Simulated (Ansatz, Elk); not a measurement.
# Bonding as seen by X-rays: Li2CoCl2F2

Structure refinements treat a crystal as free atoms side by side. For a made-up structure of Li2CoCl2F2 (cell and positions from a PBEsol relaxation) the runs below show what the calculated density changes in F(hkl).

Method: DFT, PBE, all-electron APW+lo, Dirac cores, scalar-relativistic bands, static density, ferromagnetic start, in Elk 11.2.3 (patched build).

The structure was built from a prototype and need not be the compound's stable phase.

**1. The starting structure**

Symmetry: Cmmm, No. 65, orthorhombic system. The conventional cell has a = 6.323 Å, b = 9.784 Å, c = 3.147 Å, α = 90.00°, β = 90.00°, γ = 90.00°. Nearest to Co lie 2 F at 2.12 Å and 4 Cl at 2.30 Å. Nearest to Cl lie 2 Co at 2.30 Å and 2 Li at 2.45 Å. Nearest to F lie 1 Co at 2.12 Å and 4 Li at 2.25 Å. Nearest to Li lie 4 F at 2.25 Å and 2 Cl at 2.45 Å. Farther neighbours and most contacts between anions are not listed.

**2. Ground state and structure factors**

An all-electron density is needed, since X-rays see the cores too. Task 0 finds the density and task 195 Fourier-transforms it; tshift is off so that phases refer to the origin typed.

Input file elk.in:

```
tasks
  0
  195
  196

xctype
  20

spinpol
  .true.

rgkmax
  7.0

gmaxvr
  14.0

lmaxo
  7

lmaxapw
  8

swidth
  0.002

tshift
  .false.

ramdisk
  .false.

hmaxvr
  5.5

maxscl
  120

epspot
  1e-06

reducebf
  0.8

sppath
  './'

avec
  5.97415343532 -9.24445264353 0.00000000000
  5.97415343532 9.24445264353 0.00000000000
  0.00000000000 0.00000000000 5.94668170164

atoms
  4
  'Co.in'
  1
  -0.0000000000 -0.0000000000 0.0000000000   0.000000 0.000000 -0.120000
  'Cl.in'
  2
  0.2646196686 0.2646196686 0.5000000000   0.000000 0.000000 0.000000
  0.7353803314 0.7353803314 0.5000000000   0.000000 0.000000 0.000000
  'F.in'
  2
  0.2168184435 0.7831815565 0.0000000000   0.000000 0.000000 0.000000
  0.7831815565 0.2168184435 0.0000000000   0.000000 0.000000 0.000000
  'Li.in'
  2
  -0.0000000000 0.5000000000 0.5000000000   0.000000 0.000000 0.000000
  0.5000000000 -0.0000000000 0.5000000000   0.000000 0.000000 0.000000

ngridk
  4 4 6
```

On the command line:

```sh
$ OMP_NUM_THREADS=4 elk
```

Numbers of over 12 decimals in the logs are rounded to 6 here.

The log of the run:

```text
┌─────────────────────────┐
│ Elk code version 11.2.3 │
└─────────────────────────┘

All units are atomic (Hartree, Bohr, etc.)

┌─────────────────────────────────────────────────┐
│ Ground-state run starting from atomic densities │
└─────────────────────────────────────────────────┘

Lattice vectors :
   5.974153435      -9.244452644       0.000000000
   5.974153435       9.244452644       0.000000000
   0.000000000       0.000000000       5.946681702

Reciprocal lattice vectors :
  0.5258640722     -0.3398354424       0.000000000
  0.5258640722      0.3398354424      -0.000000000
  -0.000000000       0.000000000       1.056586786

Unit cell volume      :    656.8440399
Brillouin zone volume :   0.3776394370

Muffin-tin inner radius fraction :   0.1000000000E-01

Nuclei treated as point charges

Species : 1 (Co)
 parameters loaded from : Co.in
 name : cobalt
 nuclear charge    :   -27.00000000
 electronic charge :    27.00000000
 atomic mass :    107428.6517
 muffin-tin radius :    2.125084973
 number of radial points in muffin-tin :    993
 inner part over the whole radius :   0.9886945090E-02
 number on inner part of muffin-tin    :    698
 approximate nuclear radius :   0.7243775530E-04
 number of mesh points to nuclear radius :    336
 atomic positions (lattice), magnetic fields (Cartesian) :
  1 :   0.00000000  0.00000000  0.00000000    0.00000000  0.00000000 -0.12000000

Species : 2 (Cl)
 parameters loaded from : Cl.in
 name : chlorine
 nuclear charge    :   -17.00000000
 electronic charge :    17.00000000
 atomic mass :    64626.86550
 muffin-tin radius :    2.165129673
 number of radial points in muffin-tin :    793
 inner part over the whole radius :   0.9847861620E-02
 number on inner part of muffin-tin    :    554
 approximate nuclear radius :   0.6305718926E-04
 number of mesh points to nuclear radius :    253
 atomic positions (lattice), magnetic fields (Cartesian) :
  1 :   0.26461967  0.26461967  0.50000000    0.00000000  0.00000000  0.00000000
  2 :  -0.26461967 -0.26461967  0.50000000    0.00000000  0.00000000  0.00000000

Species : 3 (F)
 parameters loaded from : F.in
 name : fluorine
 nuclear charge    :   -9.000000000
 electronic charge :    9.000000000
 atomic mass :    34631.97045
 muffin-tin radius :    1.799425303
 number of radial points in muffin-tin :    593
 inner part over the whole radius :   0.9777824314E-02
 number on inner part of muffin-tin    :    408
 approximate nuclear radius :   0.5278478738E-04
 number of mesh points to nuclear radius :    176
 atomic positions (lattice), magnetic fields (Cartesian) :
  1 :   0.21681844 -0.21681844  0.00000000    0.00000000  0.00000000  0.00000000
  2 :  -0.21681844  0.21681844  0.00000000    0.00000000  0.00000000  0.00000000

Species : 4 (Li)
 parameters loaded from : Li.in
 name : lithium
 nuclear charge    :   -3.000000000
 electronic charge :    3.000000000
 atomic mass :    12652.66898
 muffin-tin radius :    1.800000000
 number of radial points in muffin-tin :    593
 inner part over the whole radius :   0.9806707936E-02
 number on inner part of muffin-tin    :    401
 approximate nuclear radius :   0.4000070961E-04
 number of mesh points to nuclear radius :    148
 atomic positions (lattice), magnetic fields (Cartesian) :
  1 :   0.00000000  0.50000000  0.50000000    0.00000000  0.00000000  0.00000000
  2 :   0.50000000  0.00000000  0.50000000    0.00000000  0.00000000  0.00000000

Total number of atoms per unit cell :    7
Total muffin-tin volume :    222.8981646
 ratio of muffin-tin to unit cell volume :   0.3393471677

Spin treatment :
 spin-polarised
 global magnetic field (Cartesian) :    0.000000000       0.000000000       0.000000000
 collinear magnetisation in z-direction

Number of Bravais lattice symmetries :    8
Number of crystal symmetries         :    8
Crystal has inversion symmetry
Real symmetric eigensolver will be used

k-point grid :      4     4     6
k-point offset :    0.000000000       0.000000000       0.000000000
[...]
Coulomb                     :     -4947.4847511308
 Coulomb potential           :     -3810.8684651995
 nuclear-nuclear             :     -345.99880028536
 electron-nuclear            :     -5401.2996355775
 Hartree                     :      799.81368473211
 Madelung                    :     -3042.0505185310
 xc potential                :     -182.08797946697
 xc effective B-field        :    -0.145200
 external B-field            :      0.000000
 exchange                    :     -137.41273270739
 correlation                 :     -3.379525
 electron entropic           :    -0.11868478612478E-02
 total energy                :     -2531.5829251448
 (external B-field energy excluded from total)

Density of states at Fermi energy :    81.04373203
 (states/Hartree/unit cell)

Estimated indirect band gap :   0.3620017449E-02
 from k-point 20 to k-point 15
Estimated direct band gap   :   0.3718618377E-02
 at k-point 15

Charges :
 core                        :    36.00000000
 valence                     :    49.00000000
 interstitial                :    6.785272293
 muffin-tins (core leakage)
  species : 1 (Co)
[...]
species : 2 (Cl)
[...]
species : 3 (F)
[...]
species : 4 (Li)
   atom 1                    :    2.096629059     (   0.000000000    )
   atom 2                    :    2.096629059     (   0.000000000    )
 total in muffin-tins        :    78.21472771
 total calculated charge     :    84.99786587
 total charge                :    85.00000000
 error                       :   0.2134133979E-02

Moments :
 interstitial                :   0.9151675166E-01
 muffin-tins
  species : 1 (Co)
[...]
species : 2 (Cl)
[...]
species : 3 (F)
[...]
species : 4 (Li)
[...]
total in muffin-tins        :    2.813153693
 total moment                :    2.904670445

RMS change in Kohn-Sham potential (target) :   0.3429280091E-06 (  0.1000000000E-05)
Absolute change in total energy (target)   :   0.9980676168E-05 (  0.1000000000E-03)

Convergence targets achieved

┌──────────────────┐
│ Loop number : 23 │
└──────────────────┘

Energies :
 Fermi                       :     0.101773
 sum of occupied eigenvalues :     -1436.4063833150
 electron kinetic            :      2556.6952793224
 core electron kinetic       :      2317.5104643767
 Coulomb                     :     -4947.4847546816
 Coulomb potential           :     -3810.8684478201
 nuclear-nuclear             :     -345.99880028536
 electron-nuclear            :     -5401.2996601354
 Hartree                     :      799.81370573911
 Madelung                    :     -3042.0505307716
 xc potential                :     -182.08800341069
 xc effective B-field        :    -0.145200
 external B-field            :      0.000000
 exchange                    :     -137.41273324588
 correlation                 :     -3.379525
 electron entropic           :    -0.11868298351137E-02
 total energy                :     -2531.5829206413
 (external B-field energy excluded from total)

Density of states at Fermi energy :    81.04285678
 (states/Hartree/unit cell)

Estimated indirect band gap :   0.3619698212E-02
 from k-point 20 to k-point 15
Estimated direct band gap   :   0.3718295387E-02
 at k-point 15

Charges :
 core                        :    36.00000000
 valence                     :    49.00000000
 interstitial                :    6.785272202
 muffin-tins (core leakage)
  species : 1 (Co)
[...]
species : 2 (Cl)
[...]
atom 2                    :    15.67002264     (  0.1989215320E-04)
  species : 3 (F)
   atom 1                    :    8.662604254     ( -0.2866546547E-06)
   atom 2                    :    8.662604254     ( -0.2866546547E-06)
  species : 4 (Li)
   atom 1                    :    2.096629058     (   0.000000000    )
   atom 2                    :    2.096629058     (   0.000000000    )
 total in muffin-tins        :    78.21472780
 total calculated charge     :    84.99786587
 total charge                :    85.00000000
 error                       :   0.2134134011E-02

Moments :
 interstitial                :   0.9151666504E-01
 muffin-tins
  species : 1 (Co)
[...]
species : 2 (Cl)
[...]
species : 3 (F)
[...]
atom 2                    :   0.5163117833E-01
  species : 4 (Li)
   atom 1                    :   0.5917912826E-03
   atom 2                    :   0.5917912826E-03
 total in muffin-tins        :    2.813152058
 total moment                :    2.904668723

┌──────────────────────────────┐
│ Self-consistent loop stopped │
└──────────────────────────────┘

Warning : core states of species 1 leak from the muffin-tin :   0.1902285953E-02

Wrote STATE.OUT
```

The job ended after 6.2 min (4 threads of Arm Neoverse V1, shared host; peak memory 0.44 GiB; 23 min of CPU time).

SFACRHO.OUT:

```text

h k l indices transformed by vhmat matrix:
   1.000000000       0.000000000       0.000000000    
   0.000000000       1.000000000       0.000000000    
   0.000000000       0.000000000       1.000000000    

      h      k      l  multipl.   |H|            Re(F)            Im(F)           |F|

      0      0      0      1   0.0000000       85.000003      0.33863207E-15   85.000003    
      0     -1      0      4  0.62611592       25.751583      0.15536135E-15   25.751583    
     -1      1      0      2  0.67967088       35.263272     -0.87522382E-15   35.263272    
      1      1      0      2   1.0517281       7.6279760     -0.11607275E-13   7.6279760    
      0      0     -1      2   1.0565868       7.1585453     -0.30208949E-14   7.1585453    
     -1      2      0      4   1.1471383       11.175143      0.25682428E-14   11.175143    
     -1      0      1      8   1.2281681       26.881437      0.11406724E-14   26.881437    
     -2      0      0      4   1.2522318      -12.419535      0.95490376E-14   12.419535    
     -1      1     -1      4   1.2563153      -12.800780     -0.27222170E-14   12.800780    
      2     -2      0      2   1.3593418       57.441175      0.10852574E-14   57.441175    
     -1     -1     -1      4   1.4908077       58.829054     -0.12969591E-13   58.829054    
     -2      1     -1      8   1.5595839       14.594498      0.23104088E-15   14.594498    
      2      1      0      4   1.6137798       27.938210      0.62361106E-15   27.938210    
      0     -2      1      8   1.6384323       26.383254     -0.55077028E-14   26.383254    
     -3      1      0      4   1.7187036       3.1409742      0.10361292E-13   3.1409742    
     -2      2     -1      4   1.7216811       2.8116057      0.26307555E-14   2.8116057    
     -3      2      0      4   1.7786895       26.700102     -0.10260540E-14   26.700102    
      3      0      0      4   1.8783478       17.299874      0.50224413E-14   17.299874
```

Elk indexes on the primitive cell of elk.in and gives |H| = 4π sin θ/λ in inverse bohr. Below, one row stands for each form hkl of the conventional cell (m members, Friedel mates merged), F is for one primitive cell and the density is static (no thermal factor). Free-atom factors are Waasmaier and Kirfel's, and R is Σm||F|−|F'||/Σm|F|.

```
hkl  m  sin θ/λ (Å⁻¹)  abs F, DFT  neutral atoms   diff.    ions   diff.
110  4          0.094      25.752         25.597  +0.155  24.860  +0.891
020  2          0.102      35.263         35.475  -0.212  34.872  +0.391
200  2          0.158       7.628          7.505  +0.123   7.933  -0.305
001  2          0.159       7.159          7.060  +0.098   7.486  -0.327
130  4          0.172      11.175         11.304  -0.129  10.872  +0.303
111  8          0.185      26.881         26.810  +0.072  26.936  -0.054
220  4          0.188      12.419         11.868  +0.551  12.311  +0.109
021  4          0.189      12.801         12.251  +0.550  12.684  +0.116
040  2          0.204      57.441         57.035  +0.406  57.407  +0.035
201  4          0.224      58.829         58.418  +0.411  58.812  +0.017
131  8          0.234      14.595         14.764  -0.169  14.750  -0.156
310  4          0.243      27.938         27.978  -0.040  28.137  -0.199
221  8          0.246      26.383         26.500  -0.117  26.333  +0.050
240  4          0.259       3.141          3.027  +0.114   3.328  -0.187
041  4          0.259       2.812          2.673  +0.139   2.976  -0.164
150  4          0.268      26.700         26.514  +0.186  26.769  -0.069
330  4          0.282      17.300         17.446  -0.146  17.521  -0.221
311  8          0.290      14.818         14.875  -0.057  15.054  -0.236
241  8          0.303      45.974         46.041  -0.067  46.112  -0.139
060  2          0.307      30.108         30.300  -0.191  30.309  -0.201
151  8          0.311      27.513         27.517  -0.004  27.642  -0.128
400  2          0.316      47.107         47.101  +0.006  47.150  -0.044
```

The ions are Li+, Co2+, Cl− and F−, by formal charge.

**3. The magnetisation density**

The same run holds the spin density, and task 196 transforms it. The order is that of the start, and no other was tried.

SFACMAG_1.OUT:

```text

h k l indices transformed by vhmat matrix:
   1.000000000       0.000000000       0.000000000    
   0.000000000       1.000000000       0.000000000    
   0.000000000       0.000000000       1.000000000    

      h      k      l  multipl.   |H|            Re(F)            Im(F)           |F|

      0      0      0      1   0.0000000       2.9046689      0.81507728E-17   2.9046689    
      0     -1      0      4  0.62611592       2.2437190      0.88524522E-17   2.2437190    
     -1      1      0      2  0.67967088       2.4608308      0.81963009E-17   2.4608308    
      1      1      0      2   1.0517281       1.9704678     -0.32919656E-16   1.9704678    
      0      0     -1      2   1.0565868       2.0091978      0.30194680E-16   2.0091978    
     -1      2      0      4   1.1471383       1.8820234     -0.49188465E-17   1.8820234    
     -1      0      1      8   1.2281681       1.9646686      0.12873680E-16   1.9646686    
     -2      0      0      4   1.2522318       1.6737239      0.52080115E-16   1.6737239    
     -1      1     -1      4   1.2563153       1.6936291     -0.79579535E-17   1.6936291    
      2     -2      0      2   1.3593418       2.0128833      0.29368438E-16   2.0128833    
     -1     -1     -1      4   1.4908077       1.8982241     -0.51443798E-16   1.8982241    
     -2      1     -1      8   1.5595839       1.6107323     -0.13176658E-16   1.6107323    
      2      1      0      4   1.6137798       1.6418988      0.12549184E-16   1.6418988    
      0     -2      1      8   1.6384323       1.5910226     -0.24049377E-16   1.5910226    
     -3      1      0      4   1.7187036       1.4620496      0.42256345E-16   1.4620496    
     -2      2     -1      4   1.7216811       1.4570645      0.78758515E-17   1.4570645
```

The total moment is 2.90 μB a cell; sphere moments: Co1 +2.45, Cl2 +0.13, Cl3 +0.13, F4 +0.05, F5 +0.05, Li6 0.00, Li7 0.00 μB. Polarised neutrons measure spin and orbital magnetisation together; without spin-orbit coupling the run gives the spin part:

```
hkl  sin θ/λ (Å⁻¹)  abs F_M (μB)
110          0.094         2.244
020          0.102         2.461
200          0.158         1.970
001          0.159         2.009
130          0.172         1.882
111          0.185         1.965
220          0.188         1.674
021          0.189         1.694
040          0.204         2.013
201          0.224         1.898
131          0.234         1.611
310          0.243         1.642
221          0.246         1.591
240          0.259         1.462
```

**4. The highest occupied states alone**

An energy window below the Fermi level keeps the highest occupied states, to see at which angles they scatter; shallow core shells can lie inside it and anion s states outside. No new self-consistency is needed.

Changes to elk.in since step 2:

```diff
@@ -1,5 +1,3 @@
 tasks
-  0
   195
-  196
 
@@ -44,2 +42,5 @@
 
+wsfac
+  -0.449470 0.401770
+
 sppath
```

On the command line:

```sh
$ OMP_NUM_THREADS=4 elk
```

The log of the run:

```text
┌─────────────────────────────────┐
│ Elk code version 11.2.3 started │
└─────────────────────────────────┘

Info(readinput): the functional depends on the density's gradient
 muffin-tin radial points multiplied by    2.00000
 (not where nrmtscf is given)

┌────────────────────┐
│ Current task : 195 │
└────────────────────┘
Info(checkmt): changed muffin-tin radius of species 1 (Co) from   2.4000 to   2.1251
Info(checkmt): changed muffin-tin radius of species 2 (Cl) from   2.2000 to   2.1651
Info(checkmt): changed muffin-tin radius of species 3 (F) from   2.0000 to   1.7994

Info(sfacrho): density structure factors written to SFACRHO.OUT

 Energy window :  -0.4494700000      0.4017700000

┌──────────────────┐
│ Elk code stopped │
└──────────────────┘
```

Wall time 15 s (4 threads); peak memory 0.25 GiB.

States within 15 eV below the Fermi level hold 31.00 electrons; any levels below the window count with the cores. Their amplitudes can exceed the total, where window and core parts have opposite phase:

```
hkl  sin θ/λ (Å⁻¹)  abs F, window  abs F, all
110          0.094          8.396      25.752
020          0.102          5.594      35.263
200          0.158          8.678       7.628
001          0.159          8.536       7.159
130          0.172          0.469      11.175
111          0.185          7.146      26.881
220          0.188          5.556      12.419
021          0.189          5.621      12.801
040          0.204         12.786      57.441
201          0.224         13.361      58.829
```

(Part 1 of 2 ends here.)

[Logs are printed without paths, hosts, clocks, repeated set-up lines and the standing remarks that a program may print on its own settings, such as how far it seeks lower states.]

[Hosts, paths, dates, database ids (printed as entryN), source tags and the programs' standing remarks are cut or masked in the printed files.]
